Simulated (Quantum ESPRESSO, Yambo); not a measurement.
**SiO2 (Quartz): G0W0 in Yambo against the bands**

How does the gap of SiO2 (Quartz) converge in the bands?

Method: LDA and many-body steps on it, plane waves, in Yambo 5.3.0.

Report form: the programs' logs are mostly left out.

## 1. The structure

The structure is trigonal, space group P3_121 (No. 152). The conventional cell has a = 4.916 Å, b = 4.916 Å, c = 5.409 Å, α = 90.00°, β = 90.00°, γ = 120.00°. Nearest to Si lie 4 O at 1.61 Å. O has 2 Si at 1.61 Å nearest. Farther neighbours and most contacts between anions are not listed.

Coordinates:

```cif
data_structure
_symmetry_space_group_name_H-M 'P 1'
_symmetry_Int_Tables_number 1
_cell_length_a 4.9158
_cell_length_b 4.9158
_cell_length_c 5.4091
_cell_angle_alpha 90.000
_cell_angle_beta 90.000
_cell_angle_gamma 120.000
_cell_volume 113.20
loop_
_atom_site_label
_atom_site_type_symbol
_atom_site_fract_x
_atom_site_fract_y
_atom_site_fract_z
_atom_site_occupancy
Si1 Si 0.53030 0.00000 0.33333 1
Si2 Si 0.00000 0.53030 0.66667 1
Si3 Si 0.46970 0.46970 0.00000 1
O4 O 0.14620 0.41420 0.88100 1
O5 O 0.58580 0.73200 0.21433 1
O6 O 0.26800 0.85380 0.54767 1
O7 O 0.41420 0.14620 0.11900 1
O8 O 0.73200 0.58580 0.78567 1
O9 O 0.85380 0.26800 0.45233 1
```

The cell and positions come from the Crystallography Open Database and are kept as given unless a step says otherwise.

## 2. 51 bands

This step: Yambo 5.3.0; G0W0 on LDA, plane waves, norm-conserving pseudopotentials.

Now the one-shot GW correction: screening in the RPA, then the self-energy of the levels asked for.

File gw1.in:

```
HF_and_locXC
gw0
dyson
ppa
em1d
rim_cut
RandQpts= 1000000
RandGvec= 1 RL
EXXRLvcs= 72 Ry
VXCRLvcs= 288 Ry
Chimod= "HARTREE"
% BndsRnXp
 1 | 51 |
%
NGsBlkXp= 9 Ry
% LongDrXp
 1 | 1 | 1 |
%
% GbndRnge
 1 | 51 |
%
DysSolver= "n"
ExtendOut
PPAPntXp= 27.21138 eV
% QPkrange
 5 | 5 | 23 | 26 |
 1 | 1 | 23 | 26 |
%
```

Run with:

```
> OMP_NUM_THREADS=2 mpirun -n 4 yambo -F gw1.in -J gw1 -C gw1 > gw1.log
```

The job ended after 24 s (4 MPI ranks of Arm Neoverse V1, shared host; peak memory 2.3 GiB).

This step gave:

- G0W0 gap on the points computed: 9.097 eV
- starting gap on the mesh: 5.801 eV
- k of the valence top: 0.3333, 0.3333, 0
- k of the conduction bottom: 0, 0, 0
- least direct G0W0 gap on the computed points: 9.479 eV
- Z at the valence top: 0.8143
- Z at the conduction bottom: 0.8756

The gap on the mesh goes from 5.80 eV to 9.10 eV, a correction of +3.30 eV.

## 3. 83 bands

gw2.in, as its differences from gw1.in of step 2:

```diff
@@ -12,3 +12,3 @@
 % BndsRnXp
- 1 | 51 |
+ 1 | 83 |
 %
@@ -19,3 +19,3 @@
 % GbndRnge
- 1 | 51 |
+ 1 | 83 |
 %
```

Run with:

```
> OMP_NUM_THREADS=2 mpirun -n 4 yambo -F gw2.in -J gw2 -C gw2 > gw2.log
```

Elapsed: 41 s, on 4 MPI ranks; peak memory 2.3 GiB; 5 min of CPU time.

Numbers from this step:

```
G0W0 gap on the points computed              : 8.755 eV
starting gap on the mesh                     : 5.801 eV
k of the valence top                         : 0.3333, 0.3333, 0
k of the conduction bottom                   : 0, 0, 0
least direct G0W0 gap on the computed points : 9.136 eV
Z at the valence top                         : 0.8186
Z at the conduction bottom                   : 0.8724
```

Against the run before, the gap moves by −0.342 eV.

## 4. 143 bands

gw3.in, as its differences from gw2.in of step 3:

```diff
@@ -12,3 +12,3 @@
 % BndsRnXp
- 1 | 83 |
+ 1 | 143 |
 %
@@ -19,3 +19,3 @@
 % GbndRnge
- 1 | 83 |
+ 1 | 143 |
 %
```

Run with:

```
> OMP_NUM_THREADS=2 mpirun -n 4 yambo -F gw3.in -J gw3 -C gw3 > gw3.log
```

The job ended after 73 s (4 MPI ranks; peak memory 2.3 GiB; 9 min of CPU time).

This step gave:

```yaml
g0w0_gap_on_the_points_computed: 8.731 eV
starting_gap_on_the_mesh: 5.801 eV
k_of_the_valence_top: 0.3333, 0.3333, 0
k_of_the_conduction_bottom: 0, 0, 0
least_direct_g0w0_gap_on_the_computed_points: 9.109 eV
```

Against the run before, the gap moves by −0.024 eV.

## 5. 243 bands

gw4.in, as its differences from gw3.in of step 4:

```diff
@@ -12,3 +12,3 @@
 % BndsRnXp
- 1 | 143 |
+ 1 | 243 |
 %
@@ -19,3 +19,3 @@
 % GbndRnge
- 1 | 143 |
+ 1 | 243 |
 %
```

Run with:

```
> OMP_NUM_THREADS=2 mpirun -n 4 yambo -F gw4.in -J gw4 -C gw4 > gw4.log
```

Elapsed: 2.2 min, on 4 MPI ranks; peak memory 2.5 GiB; 16 min of CPU time.

This step gave:

- G0W0 gap on the points computed: 8.798 eV
- starting gap on the mesh: 5.801 eV
- k of the valence top: 0.3333, 0.3333, 0
- k of the conduction bottom: 0, 0, 0
- least direct G0W0 gap on the computed points: 9.171 eV

Against the run before, the gap moves by +0.067 eV.

## 6. 361 bands

gw5.in, as its differences from gw4.in of step 5:

```diff
@@ -12,3 +12,3 @@
 % BndsRnXp
- 1 | 243 |
+ 1 | 361 |
 %
@@ -19,3 +19,3 @@
 % GbndRnge
- 1 | 243 |
+ 1 | 361 |
 %
```

Run with:

```
> OMP_NUM_THREADS=2 mpirun -n 4 yambo -F gw5.in -J gw5 -C gw5 > gw5.log
```

It took 3.3 min on 4 MPI ranks; peak memory 3.2 GiB.

This step gave:

```yaml
g0w0_gap_on_the_points_computed: 8.850 eV
starting_gap_on_the_mesh: 5.801 eV
k_of_the_valence_top: 0.3333, 0.3333, 0
k_of_the_conduction_bottom: 0, 0, 0
least_direct_g0w0_gap_on_the_computed_points: 9.220 eV
```

Against the run before, the gap moves by +0.052 eV.

## 7. 496 bands

gw6.in, as its differences from gw5.in of step 6:

```diff
@@ -12,3 +12,3 @@
 % BndsRnXp
- 1 | 361 |
+ 1 | 496 |
 %
@@ -19,3 +19,3 @@
 % GbndRnge
- 1 | 361 |
+ 1 | 496 |
 %
```

Run with:

```
> OMP_NUM_THREADS=2 mpirun -n 4 yambo -F gw6.in -J gw6 -C gw6 > gw6.log
```

Wall time 4.7 min (4 MPI ranks); peak memory 3.9 GiB.

Numbers from this step:

| Item | Value |
| --- | --- |
| G0W0 gap on the points computed | 8.881 eV |
| starting gap on the mesh | 5.801 eV |
| k of the valence top | 0.3333, 0.3333, 0 |
| k of the conduction bottom | 0, 0, 0 |
| least direct G0W0 gap on the computed points | 9.249 eV |

Against the run before, the gap moves by +0.031 eV.

## 8. The runs together

Times are wall times on 4 MPI ranks of Arm Neoverse V1, shared host, good to a factor of about two.

```csv
run,mesh,bands,screening cutoff (eV),DFT gap (eV),gap on the mesh (eV),direct (eV),time
51 bands,3×3×2,51,122.5,5.801,9.097,9.479,24 s
83 bands,3×3×2,83,122.5,5.801,8.755,9.136,41 s
143 bands,3×3×2,143,122.5,5.801,8.731,9.109,73 s
243 bands,3×3×2,243,122.5,5.801,8.798,9.171,2.2 min
361 bands,3×3×2,361,122.5,5.801,8.850,9.220,3.3 min
496 bands,3×3×2,496,122.5,5.801,8.881,9.249,4.7 min
```

## 9. Outcome

| Property | Result |
| --- | --- |
| 51 bands | 9.097 eV |
| 83 bands | 8.755 eV |
| 143 bands | 8.731 eV |
| 243 bands | 8.798 eV |
| 361 bands | 8.850 eV |
| 496 bands | 8.881 eV |
| known limits | not at the basis limit; coarse k mesh |

**Reading.** The setting moved: bands. From 51 bands to 496 bands the gap moves by −0.22 eV, for 12 times the time, not steadily: it passes through 8.73 eV. The last step still moves it by +0.031 eV. Bands and screening cutoff are coupled, so a series along one setting does not show full convergence. Bands and cutoff are finite, so the gap is not at the basis limit. The miss can reach some tenths of an eV and take either sign; the mesh is an error of its own. In the G0W0 runs levels were corrected at 2 k points alone, so a gap called «on the mesh» is the least over those, and an edge elsewhere would be missed. The 3×3×2 mesh is coarse for this cell, which bears on the long-range parts of exchange and screening.

[Paths, hosts, dates, memory and timing lines, banners, echoed tables and standing remarks are left out of the program output.]

[Logs are printed without paths, hosts, clocks, repeated set-up lines and the standing remarks that a program may print on its own settings, such as how far it seeks lower states.]

[Runs of the session that timed out or met a known fault of the program may be left out.]

[Hosts, paths, dates, database ids (printed as entryN), source tags and the programs' standing remarks are cut or masked in the printed files.]
